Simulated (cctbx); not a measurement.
## Diagnosing a refinement

Cell a = 12.0640 Å, b = 4.3860 Å, c = 7.6910 Å, α = 90.00°, β = 128.47°, γ = 90.00°; space group C2/m (no. 12).

Simulated single-crystal data (cctbx): Ag Kα, λ = 0.56087 Å, to d = 0.84 Å, 70 % of the full sphere, strongest reflection 20000 counts, noise from counting, a 6 % proportional error and a noise floor of 2 counts (s.d.); no absorption, and some extinction, which the refinements don't model.

An anisotropic refinement with weights 1/σ² prints:

```text
Rint 0.042, 319 unique reflections to 0.84 A
cycle     R1     wR2    GooF  max shift (A)
   1  0.2803  0.6240  12.025   0.00866
   3  0.1040  0.3005   5.791   0.00012
final R1 0.1039 wR2 0.3005 GooF 5.790  parameters 22  data/parameter 14.5
atom        x        y        z      Ueq    occ   su(xyz)  su(Uiso or U11)
Nd1    0.06169  0.00000  0.80223   0.0112  1.000  0.00039  0.0018
Ge1    0.32666  0.00000  0.77212  -0.0098  1.000  0.00054  0.0020  NPD
Cd1    0.20099  0.50000  0.59771   0.0125  1.000  0.00054  0.0022
B1     0.00000  0.50000  0.50000   0.4851  1.000  0.00000  1.5110  NPD
difference map: max 18.60 min -3.42 rms 1.70
Q1    0.1796  0.5000  0.2481    4   18.66  0.12 A from Ge1
Q2    0.0678  0.0000  0.8007    4    7.58  0.08 A from Nd1
Q3    0.2008  0.5000  0.5676    4    7.48  0.23 A from Cd1
Q4    0.0000  0.5000  0.5000    2    5.16  0.00 A from B1
Q5    0.1023  0.3655  0.5725    8    1.83  1.15 A from B1
Q6    0.0500  0.5000  0.6250    4    1.61  0.75 A from B1
```

**Question.** Can this result stand? If not, what is the likely fault?

Mend it. The fault: wrong element: Ge1 is Sn. Against the right model at the same level, R1 goes from 0.0211 to 0.1039 and GooF from 1.01 to 5.79, U of Ge1 shrinks from 0.0144 to -0.0098 Å², the top difference peak, 18.7 e/Å³, lies on Ge1 and Ge1 and B1 go non-positive-definite. Ge1 has 18 electrons too few and its U shrinks to make up, as expected.

The compound is Nd2Cd2Sn2B. The right model at the same level gives:

```text
Rint 0.042, 319 unique reflections to 0.84 A
cycle     R1     wR2    GooF  max shift (A)
   1  0.0264  0.0663   1.279   0.00051
   2  0.0211  0.0525   1.012   0.00000
final R1 0.0211 wR2 0.0525 GooF 1.012  parameters 22  data/parameter 14.5
atom        x        y        z      Ueq    occ   su(xyz)  su(Uiso or U11)
Nd1    0.06189  0.00000  0.80190   0.0149  1.000  0.00007  0.0003
Sn1    0.32637  0.00000  0.77104   0.0144  1.000  0.00010  0.0004
Cd1    0.20102  0.50000  0.59640   0.0165  1.000  0.00010  0.0004
B1     0.00000  0.50000  0.50000   0.0264  1.000  0.00000  0.0068
difference map: max 0.92 min -1.41 rms 0.30
Q1    0.2073  0.2088  0.6763    8    0.96  1.40 A from Cd1
Q2    0.0180  0.1478  0.1961    8    0.91  1.17 A from Nd1
Q3    0.1145  0.3189  0.3741    8    0.88  1.56 A from Cd1
Q4    0.0125  0.5000  0.7798    4    0.88  2.06 A from B1
Q5    0.1567  0.0000  0.5355    4    0.86  1.69 A from Sn1
Q6    0.2143  0.0000  0.1841    4    0.82  1.32 A from Cd1
```

This is a model crystal, built by substitution and not relaxed, with assumed displacement parameters.

[Middle refinement cycles are left out of these outputs.]

[Logs are printed without paths, hosts, clocks, repeated set-up lines and the standing remarks that a program may print on its own settings, such as how far it seeks lower states.]
